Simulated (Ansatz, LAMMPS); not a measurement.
## Liquid mixture of diethyl ether and H2O at 440 K (219 atoms): a single point

Aim: energy, forces, charges and density of states of liquid mixture of diethyl ether and H2O at 440 K (219 atoms) at a fixed geometry.

Calculated with Ansatz 0.2.0; Kohn-Sham DFT, LDA, PAW (set soft_2), plane waves.

## Step 1: The starting structure

The cell holds 219 atoms: 36 C, 37 O and 146 H. Cell: a = 13.928 Å, b = 13.928 Å, c = 13.928 Å, α = 90.0°, β = 90.0°, γ = 90.0°. 9 diethyl ether, 28 H2O placed at random, at 0.72 g/cm³; overlaps pushed apart, then 10 ps at 490 K with MMFF94 bonds, angles, torsions, charges and radii (Halgren, J. Comput. Chem. 17, 490 (1996)) in harmonic and 12-6 forms; SPC/E water (Berendsen, Grigera and Straatsma, J. Phys. Chem. 91, 6269 (1987)). Snapshot after 20 ps at 440 K and fixed volume.

Limits known from the start: The network of contacts between molecules at the start is that of the classical potential that made the cell, and needn't be the one that DFT or experiment would give. The functional has no dispersion term, which matters for the binding between molecules or layers, where LDA binds through overlap of densities alone. The density was typed from a rule of thumb and may lie off the real one at this temperature. Sampling is at Γ alone, for a cell whose shortest periodic width is 14 Å.

## Step 2: Making the structure

A classical potential supplies the starting structure, since it reaches far longer times than DFT.

This step: classical MD, MMFF94 bonds, angles, torsions, charges and radii (Halgren, J. Comput. Chem. 17, 490 (1996)) in harmonic and 12-6 forms; SPC/E water (Berendsen, Grigera and Straatsma, J. Phys. Chem. 91, 6269 (1987)) (LAMMPS 22 Jul 2025 - Update 4).

Input file in.lmp:

```
# liquid mixture of diethyl ether and H2O
units real
atom_style full
boundary p p p
bond_style harmonic
angle_style harmonic
dihedral_style opls
improper_style harmonic
special_bonds lj 0 0 0.5 coul 0 0 0.75
read_data data.lmp
neigh_modify delay 0 every 1 check yes one 4000
comm_modify cutoff 12.0
timestep 0.5
thermo_style custom step time temp pe press density
thermo_modify norm yes
# push overlapping molecules apart
pair_style soft 2.6
pair_coeff * * 0.0
variable a equal ramp(1,60)
fix ad all adapt 1 pair soft a * * v_a
velocity all create 490 595628 mom yes dist gaussian
fix lim all nve/limit 0.03
fix lan all langevin 490 490 50 595629 zero yes
thermo 1000
run 3000 post no
unfix ad
pair_style lj/cut/coul/long 9.0
pair_modify mix arithmetic tail yes
pair_coeff 1 1 0.0678 3.3680   # C
pair_coeff 2 2 0.0763 3.0430   # O
pair_coeff 3 3 0.0216 2.5400   # H
pair_coeff 4 4 0.1553 3.1660   # O
pair_coeff 5 5 0.0000 1.0000   # H
kspace_style pppm 1.0e-4
# [... 18 lines left out ...]
compute msd all msd com yes
thermo 5000
fix md all nvt temp 440 440 100
run 20000 post no
print "== T440: mean square displacement over the hold $(c_msd[4]:%.2f) A^2"
unfix md
uncompute msd
write_dump all custom T440.dump id type xs ys zs modify sort id
```

The run is started by

```sh
$ lmp -in in.lmp -log none -nocite
```

What it wrote:

```text
LAMMPS (22 Jul 2025 - Update 4)
Reading data file ...
  orthogonal box = (0 0 0) to (13.92803 13.92803 13.92803)
  219 atoms
  orthogonal box = (0 0 0) to (13.92803 13.92803 13.92803)
  182 bonds
  253 angles
  216 dihedrals
   Step          Time           Temp          PotEng         Press         Density
         0   0              490            0.047127562    3303.6666      0.71999964
      1000   500            463.47053      1.0256407      6631.4554      0.71999964
      2000   1000           438.3704       1.1327884      6411.336       0.71999964
      3000   1500           419.17837      1.1786649      11112.182      0.71999964
Loop time of 0.883767 s on 1 MPI rank(s) for 3000 steps with 219 atoms
PPPM initialization ...
  G vector (1/distance) = 0.2930954
  grid = 8 8 8
  estimated relative force accuracy = 4.0075863e-05
   Step          Time           Temp          PotEng         Press         Density
[... 14 lines left out ...]
      2000   1000           431.55733     -0.50379725     2042.6154      0.71999964
Loop time of 4.01901 s on 1 MPI rank(s) for 2000 steps with 219 atoms
   Step          Time           Temp          PotEng         Press         Density
      2000   1000           495.15526     -0.7123319      5036.6225      0.71999964
[... 5 lines left out ...]
Loop time of 19.4935 s on 1 MPI rank(s) for 10000 steps with 219 atoms
   Step          Time           Temp          PotEng         Press         Density
[... 4 lines left out ...]
Loop time of 6.64755 s on 1 MPI rank(s) for 5000 steps with 219 atoms
   Step          Time           Temp          PotEng         Press         Density
[... 2 lines left out ...]
     25000   24000          462.5512      -0.54116463     160.95802      0.71999964
     30000   29000          414.9655      -0.54931265     367.04953      0.71999964
     35000   34000          440.32699     -0.76059425    -19.603416      0.71999964
     37000   36000          467.84137     -0.60282171     904.75854      0.71999964
Loop time of 27.3608 s on 1 MPI rank(s) for 20000 steps with 219 atoms
== T440: mean square displacement over the hold 97.49 A^2
```

Run time: 61 s. Hardware: 1 thread of AMD EPYC 7R43, shared host; peak memory 0.13 GiB.

The input also reads data.lmp (atoms, bonds and types; not printed here).

## Step 3: Plane-wave single point

The electrons are solved once, with the atoms held.

Input file input.yaml:

```yaml
crystal:
  lattice:
    - [13.92803, 0.0, 0.0]
    - [0.0, 13.92803, 0.0]
    - [0.0, 0.0, 13.92803]
  atoms:
    - { symbol: C, position: [0.87988, 0.3239, 0.91527] }
    - { symbol: C, position: [0.94519, 0.26088, 0.96461] }
    - { symbol: O, position: [0.89584, 0.16753, 0.97246] }
    - { symbol: C, position: [0.94965, 0.10542, 0.03072] }
    - { symbol: C, position: [0.03716, 0.07005, 0.98371] }
    - { symbol: H, position: [0.82521, 0.35748, 0.96448] }
    - { symbol: H, position: [0.84296, 0.28775, 0.85889] }
    - { symbol: H, position: [0.92165, 0.38386, 0.88659] }
    - { symbol: H, position: [0.00665, 0.24602, 0.91516] }
    - { symbol: H, position: [0.98029, 0.29009, 0.02996] }
    - { symbol: H, position: [0.98442, 0.14854, 0.08651] }
    - { symbol: H, position: [0.90471, 0.0486, 0.05904] }
    - { symbol: H, position: [0.09181, 0.12034, 0.99359] }
    - { symbol: H, position: [0.06716, 0.0018, 0.00917] }
    - { symbol: H, position: [0.02639, 0.0564, 0.9127] }
    - { symbol: C, position: [0.28633, 0.19219, 0.1444] }
    - { symbol: C, position: [0.24381, 0.10124, 0.18441] }
    - { symbol: O, position: [0.14804, 0.1101, 0.21712] }
    - { symbol: C, position: [0.14608, 0.17594, 0.29443] }
    - { symbol: C, position: [0.07608, 0.13235, 0.3623] }
    - { symbol: H, position: [0.34003, 0.16674, 0.09283] }
    - { symbol: H, position: [0.32672, 0.23603, 0.19194] }
    - { symbol: H, position: [0.23507, 0.23307, 0.1053] }
    - { symbol: H, position: [0.24506, 0.0447, 0.13052] }
    - { symbol: H, position: [0.29227, 0.07295, 0.24101] }
    - { symbol: H, position: [0.21289, 0.18029, 0.32826] }
    - { symbol: H, position: [0.1108, 0.24351, 0.27482] }
    - { symbol: H, position: [0.06815, 0.17553, 0.42397] }
    - { symbol: H, position: [0.01011, 0.12606, 0.32315] }
    - { symbol: H, position: [0.09787, 0.05859, 0.38071] }
    - { symbol: C, position: [0.01191, 0.69296, 0.0515] }
    - { symbol: C, position: [0.9113, 0.65591, 0.06569] }
    [... 181 atom lines left out ...]
    - { symbol: O, position: [0.39044, 0.36974, 0.79077] }
    - { symbol: H, position: [0.37506, 0.38217, 0.85978] }
    - { symbol: H, position: [0.40893, 0.30086, 0.7824] }
    - { symbol: O, position: [0.57064, 0.48636, 0.90791] }
    - { symbol: H, position: [0.59461, 0.45923, 0.96992] }
    - { symbol: H, position: [0.51861, 0.44428, 0.8819] }
kpoints:
  mp_grid: { grid: [1, 1, 1] }
hamiltonian:
  xc: lda
scf:
  occupations: { method: gaussian, width: 0.05 }
output:
  forces: true
  stress: true
  populations: true
  dos:
    method: { smearing: { sigma: 0.15 } }
    de: 0.1
    projected: { site_lists: { C: [C], H: [H], O: [O] } }
  eigenvalues: true
  write_density: true
  write_potential: true
  volumetric_format: npy
```

The run is started by

```sh
$ ansatz run input.yaml --threads 8 --pin off --max-ram 15872MiB --backend cpu --events-out ev --progress --plain --runs-dir out
```

What it wrote:

```text
Engine: ansatz 0.2.0, x86_64-unknown-linux-gnu
Pseudopotentials: kind: paw
Pseudopotential: C, paw, valence charge 4, recommended cutoff 420 eV (normal), C.paw.azcp
Pseudopotential: O, paw, valence charge 6, recommended cutoff 420 eV (normal), O.paw.azcp
Pseudopotential: H, paw, valence charge 1, recommended cutoff 420 eV (normal), H.paw.azcp
[... 3 lines on functional and potentials left out ...]
Crystal: 219 atoms, lattice volume = 2701.899 Å³
Basis set: ecut = 420 eV, 52635 PW (Γ)
Bands: 475, of which v1, the nominal top of the filled ones, is band 256 counted from 1 (255 counted from 0)
Symmetry: 1 space group operations
Space group: P1 (ITA 1), of the structure as read, at distance tolerance 1.4e-4 Å
k-points: 1
[... 9 lines on functional and potentials left out ...]
Initial density: superposition of atomic densities (neutral atoms: chi_scale 0, normalization atom), corrected by the library's trained network
Initial wavefunctions: pseudopotential atomic-orbital guess
Functional: x = slater, c = lda
SCF iter   1: F=—  HF=-31574.335308 eV  |F-HF|=—  |Δ(HF+E_count)|=         —  Δρ=8.32e-3  dr2=1.64e0  ethr=1.77e-3  ⟨swp⟩=6.0  Hψ=2229  notcnv=0  defer=87
preconditioner: auto → Resta (q_TF=auto, 2.068 Å⁻¹)  ε∞=2.1  [insulator: Δε(μ)=3.810 eV  Ē_g=15.256 eV  σ=0.050 eV  W_gap=1.00  n_scr=436 (ndim 8)  ℏωp=15.9 eV  f_vac=0.354  D(μ)=0.00/eV (n_scr^D=0)  ε∞_Penn≈2.1]
SCF iter   2: F=—  HF=-31573.880110 eV  |F-HF|=—  |Δ(HF+E_count)|=   4.55e-1  Δρ=3.52e-3  dr2=2.76e-1  ethr=3.20e-4  ⟨swp⟩=2.0  Hψ=694  notcnv=0  defer=214
SCF iter   3: F=—  HF=-31573.830142 eV  |F-HF|=—  |Δ(HF+E_count)|=   5.00e-2  Δρ=1.37e-3  dr2=5.97e-2  ethr=5.39e-5  ⟨swp⟩=2.0  Hψ=520  notcnv=0  defer=214
SCF iter   4: F=—  HF=-31573.826605 eV  |F-HF|=—  |Δ(HF+E_count)|=   3.54e-3  Δρ=5.45e-4  dr2=9.30e-3  ethr=1.17e-5  ⟨swp⟩=2.0  Hψ=800  notcnv=0  defer=214
SCF iter   5: F=—  HF=-31573.827912 eV  |F-HF|=—  |Δ(HF+E_count)|=   1.31e-3  Δρ=1.85e-4  dr2=1.37e-3  ethr=1.82e-6  ⟨swp⟩=2.0  Hψ=516  notcnv=0  defer=214
SCF iter   6: F=—  HF=-31573.829042 eV  |F-HF|=—  |Δ(HF+E_count)|=   1.13e-3  Δρ=1.29e-4  dr2=3.57e-4  ethr=2.68e-7  ⟨swp⟩=2.0  Hψ=515  notcnv=0  defer=214
SCF iter   7: F=—  HF=-31573.829069 eV  |F-HF|=—  |Δ(HF+E_count)|=   2.70e-5  Δρ=2.66e-5  dr2=2.27e-5  ethr=6.98e-8  ⟨swp⟩=2.0  Hψ=515  notcnv=0  defer=214
SCF iter   8: F=—  HF=-31573.831369 eV  |F-HF|=—  |Δ(HF+E_count)|=   2.30e-3  Δρ=1.02e-5  dr2=3.07e-6  ethr=4.44e-9  ⟨swp⟩=2.0  Hψ=721  notcnv=0  defer=214
SCF iter   9: F=—  HF=-31573.831375 eV  |F-HF|=—  |Δ(HF+E_count)|=   5.61e-6  Δρ=5.95e-6  dr2=8.85e-7  ethr=5.99e-10  ⟨swp⟩=3.0  Hψ=517  notcnv=0  defer=214
SCF iter  10: F=-31573.831376 eV  HF=-31573.831376 eV  |F-HF|=3.00e-7  |Δ(HF+E_count)|=   9.88e-7  Δρ=1.17e-6  dr2=6.26e-8  ethr=1.95e-11  ⟨swp⟩=21.0  Hψ=4479  notcnv=0
SCF 1 converged in 10 iterations: F = -31573.831376 eV  dr2 = 6.26e-8
  greatest PAW one-centre occupation: 0.859 electrons in one spin orbital (limit 2), on the O atom at site 62 (counted from 0), in its partial waves of l = 0
WARN: The input density's exchange-correlation potential varies sharply where the density is thin. Do not read a vacuum level from v_tot or v_xc, or from such a field of the output density. On a cell that repeats whose density bears no net charge and no dipole along the vacuum's axis use v_es (v_loc + v_h of the components); [...]
SCF converged after 10 iterations
Free energy (F): -31573.831376 eV
Harris-Foulkes:  -31573.831376 eV  (|F-HF|=3.00e-7)
Internal energy: -31573.831376 eV  (E = F + TS)
E sigma→0 (E₀):  -31573.831376 eV
Fermi energy:    -0.655496 eV
--- Per-component energies (eV) ---
  E_band       = -4930.652422
  E_kinetic    = 11677.180662
  E_local      = -44678.394715  (includes V_loc(G=0)·N_el)
  E_nonlocal   = 3109.687290
  E_hartree    = 16940.635233
  E_xc         = -5610.279615
  E_vxc        = -7166.559538  (∫ρ·V_xc dr)
  E_paw        = -8844.685640  (= ΣΔE_a)
  E_vpaw       = -1753.739859  (= ΣTr[D̂ρ^β])
  E_aug_tail   = -0.087823  (compensation charges beyond the density's cutoff)
  E_ewald      = -4173.734834
  E_core_change = 5.848065  (= ΣΔE_core)
  E_smearing   = -0.000000  (= −TS)
  E_closure    = -0.000000  (closes the sum)
  Σ components = -31573.831376   (vs F -31573.831376, Δ=0.00e0)
--- Forces (eV/Å), atoms counted from 1 ---
  atom   1  C     -0.71208854     2.19115847     1.26568123
  atom   2  C      0.56761684    -2.79480106    -1.16745240
  atom   3  O      0.72275462     1.44618297     0.88062855
  atom   4  C      0.38475455     0.67899750     0.33494208
  atom   5  C      0.30785840    -1.52534909     1.46919910
  atom   6  H      0.38280923    -0.38149061    -0.57877854
  atom   7  H     -0.55392274    -0.54882838    -0.93505346
  atom   8  H     -0.11557782     0.36468038    -0.29652754
  atom   9  H      0.10588965     0.09797084     0.15676942
  atom  10  H     -0.56675824    -0.36812059     0.40171990
  atom  11  H     -0.77690561     0.07747453     1.17972958
  atom  12  H     -0.51956129    -0.22323768     0.17593327
  atom  13  H      1.67403563     1.34674231    -0.08474253
  atom  14  H     -0.20836523    -0.13087478     0.58004063
[...]
atom 218  H     -0.88734866     0.18117706    -0.91042724
  atom 219  H      0.91873251     0.21461395     0.59054344
  max |Σ_I F_I| component: 3.12e-4 eV/Å
--- Stress (GPa, compression-positive) ---
       -0.400338      -0.101545      -0.447564
       -0.101545      -1.281481       0.203901
       -0.447564       0.203901      -1.712751
  P = ⅓ Tr σ = -1.1315 GPa (-11.315 kbar)
--- Band table (eV) ---
  k-point 0: bands = ["-23.5824", "-23.2371", "-23.0279", "-22.9519", [... 459 levels ...], "8.8878", "8.9291", "8.9764", "8.9925", "9.0058", "9.0322", "9.0644", "9.0938", "9.1298", "9.1429", "9.1764", "9.2012"]
--- Löwdin populations: 219 sites ---
  site symbol       q [e]
     0      C      4.4676
     1      C      4.0665
     2      O      6.3434
[...]
218      H      0.6058
  spilling = 0.012200 (of n_electrons = 512.000000)
```

Run time: 54 s. Hardware: 8 threads of AMD EPYC 7R43, shared host; peak memory 3.4 GiB.

The program notes that the exchange-correlation potential is rough where the density is thin.

Numbers from this run:

```
free energy                                      : -31573.8314 eV
free energy per atom                             : -144.1727 eV/atom
SCF cycles                                       : 10
pressure                                         : -1.132 GPa
r.m.s. force component                           : 0.846 eV/Å
longest force                                    : 4.821 eV/Å
Fermi energy                                     : -0.6555 eV
gap (highest filled to lowest empty level) : 3.394 eV
spilling of the projection                       : 0.0122
```

Length of the force by element:

```tsv
element	coordination	atoms	mean length of the force (eV/Å)	spread	least	most
C	all	36	2.21	1.12	0.279	4.82
H	all	146	1.06	0.557	0.183	3.47
O	all	37	0.886	0.530	0.140	2.48
```

Löwdin charges by element (they lack the spilled electrons, 0.029 e an atom on average):

```tsv
element	coordination	atoms	mean charge (e)	spread	least	most
C	all	36	-0.284	0.209	-0.539	-0.0572
H	all	146	0.270	0.102	0.139	0.423
O	all	37	-0.619	0.163	-0.760	-0.314
```

States in the cell by windows of 1 eV, zero at the Fermi level; the larger projections on atomic orbitals stand beside the total:

```tsv
from (eV)	to (eV)	total	O p	H s	C p	C s
-14	-13	5.5	0.1	1.5	0.7	2.8
-13	-12	2.4	0.4	0.7	0.4	0.8
-12	-11	18.2	2.4	5.4	3.5	6.3
-11	-10	17.7	2.6	5.6	4.0	4.4
-10	-9	30.9	19.2	8.7	2.3	0.2
-9	-8	51.0	22.7	12.4	14.3	0.7
-8	-7	25.3	4.8	5.4	14.0	0.5
-7	-6	33.9	9.6	7.0	15.3	0.2
-6	-5	69.6	24.8	15.3	25.7	0.2
-5	-4	61.7	23.8	13.6	21.7	0.2
-4	-3	53.2	39.2	5.5	7.0	0.1
-3	-2	30.7	26.0	2.2	2.0	0.1
-2	-1	7.3	4.8	1.2	1.1	0.1
-1	1	0.0	0.0	0.0	0.0	0.0
1	2	2.1	0.1	1.2	0.1	0.1
2	3	13.7	0.7	6.8	0.7	1.0
3	4	32.1	1.3	13.0	2.8	2.5
4	5	45.5	2.1	15.0	5.9	2.4
```

Between -24 and -14 eV lie 104 more states.

The levels nearest the highest filled one (over half full), pooled over k-points and spins:

```tsv
level less the highest filled one (eV)	occupation
-0.578	2
-0.495	2
-0.241	2
-0.231	2
-0.169	2
0	2
3.39	0
3.86	0
3.94	0
4.28	0
4.32	0
4.46	0
```

Electrostatic potential energy in the ac plane at fractional y = 0.045, with atoms of H and O and C within 0.2 Å of it. With pseudopotentials it is smooth inside the atoms' cores, unlike the true potential.

Ten even steps from '0' (-37 eV) to '9' (5 eV), each cell a mean:
```
5115899999999999999999999999999999999998
6048999999999999999999999999999999999999
7579999999999999999999999999997689999999
9999999999999999997689999999996368988899
9998899999999999998889999999985004621489
9982289999999999999889999999974225400078
9862389999999999999999999999931789841488
6600068999999999999998679999988999710056
0532368999999999999997546999999999941230
4788889999999999999999822889999999999863
7999999999999999999999988899999999999986
8999999999999999999999999999999999999998
9999999999999999999999987899999999999999
9998889999999999999999820179999999999999
9995169999999999999999710179999999999999
9998889999999999999998603899999999999999
9999999999999999998888867999999999999999
9999999999976899999888888999999999999999
9999999988777899999878400499999999999999
9999999986578999999988401499999999999999
9999999993069999999998767899999999999999
9999999998789999999998768999999999985799
8888999999999999999998448999999999971488
6225899999999999999999889999999999998888
```
Columns run along a (13.9 Å; values clipped at the 3rd and 97th percentile), rows up along c (13.9 Å). Atoms in or near the plane, at fractional coordinates: H at (0.90, 0.06), H at (0.03, 0.91), H at (0.25, 0.13), H at (0.10, 0.38), O at (0.59, 0.20), C at (0.89, 0.77), O at (0.90, 0.67), C at (0.08, 0.67), H at (0.74, 0.72), H at (0.09, 0.75), H at (0.59, 0.60), H at (0.58, 0.34).

[end of part 1 of 2]

[Logs are printed without paths, hosts, clocks, repeated set-up lines and the standing remarks that a program may print on its own settings, such as how far it seeks lower states.]

[Hosts, paths, dates, database ids (printed as entryN), source tags and the programs' standing remarks are cut or masked in the printed files.]

[The MMFF94 radii named for the starting cell were scaled by 0.96; in molecules described by MMFF94, hydrogen bound to N, O or S took a small fixed 12-6 site in their place.]
